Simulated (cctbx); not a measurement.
# Interatomic vectors of SiPb2C

Space group P6_3/mmc (no. 194), a = 3.5840 Å, b = 3.5840 Å, c = 14.9990 Å, α = 90.00°, β = 90.00°, γ = 120.00°, content Pb4 Si2 C2.

Simulated single-crystal data (cctbx): synchrotron X-rays, λ = 0.6889 Å, to d = 0.75 Å, 50 % of the full sphere, strongest reflection 70000 counts, noise from counting, a 4 % proportional error and a noise floor of 8 counts (s.d.); no absorption.

Patterson synthesis, origin scaled to 1000:

```text
Patterson group P 6/m m m
      u       v       w   height  length (A)
  0.000   0.000   0.000   1000.0     0.00
  0.000   0.000   0.328    601.8     4.92
  0.333   0.667   0.500    493.0     7.78
  0.333   0.667   0.172    294.6     3.31
  0.000   0.264   0.035     19.2     1.08
  0.190   0.595   0.436     16.1     6.81
  0.000   0.500   0.035     15.6     1.87
  0.172   0.344   0.467     15.1     7.08
  0.000   0.000   0.066     14.4     0.98
  0.000   0.405   0.478     13.4     7.32
  0.333   0.667   0.099     12.8     2.55
  0.000   0.265   0.359     12.6     5.46
  0.150   0.300   0.037     12.0     1.09
  0.252   0.503   0.065     11.7     2.56
```

**Question.** Which atom pairs make the peaks, and where is the heaviest atom?

A peak at u stands for all pairs with xi − xj = u, with weight Σ ZiZj against Σ Z² = 27360 at the origin. Peak heights follow these weights only roughly, since form factors, motion and series ripples differ, all vectors within 0.55 Å of a peak are counted as merged into it though the farther ones add only part of their weight, and F(000) is left out, which lowers the whole map:

| u | v | w | shortest length (Å) | height | 1000 ΣZiZj/ΣZ² | pairs in the cell |
| --- | --- | --- | --- | --- | --- | --- |
| 0.000 | 0.000 | 0.328 | 4.92 | 602 | 659 | 2 × Pb–Pb, 4 × Pb–Si |
| 0.333 | 0.667 | 0.500 | 7.78 | 493 | 499 | 2 × Pb–Pb, 1 × Si–Si |
| 0.333 | 0.667 | 0.172 | 3.31 | 295 | 330 | 1 × Pb–Pb, 2 × Pb–Si |

The table stops at ten peaks or at a height of 45, below which ripples compete. In the model behind the data Pb, the heaviest element, has 1 independent site: (2/3, 1/3, 0.9127), up to an allowed shift of origin; the Pb–Pb vectors are differences of these positions and their symmetry mates. The whole model:

| atom | mult. | x | y | z | Ueq (Å²) |
| --- | --- | --- | --- | --- | --- |
| Pb1 | 4 | 2/3 | 1/3 | 0.9127 | 0.0093 |
| Si1 | 2 | 1/3 | 2/3 | 3/4 | 0.0154 |
| C1 | 2 | 0 | 0 | 0 | 0.0176 |

The model was made for the exercise: a known structure type with other elements put in, its volume estimated, not relaxed; displacement parameters are assumed.

[Logs are printed without paths, hosts, clocks, repeated set-up lines and the standing remarks that a program may print on its own settings, such as how far it seeks lower states.]
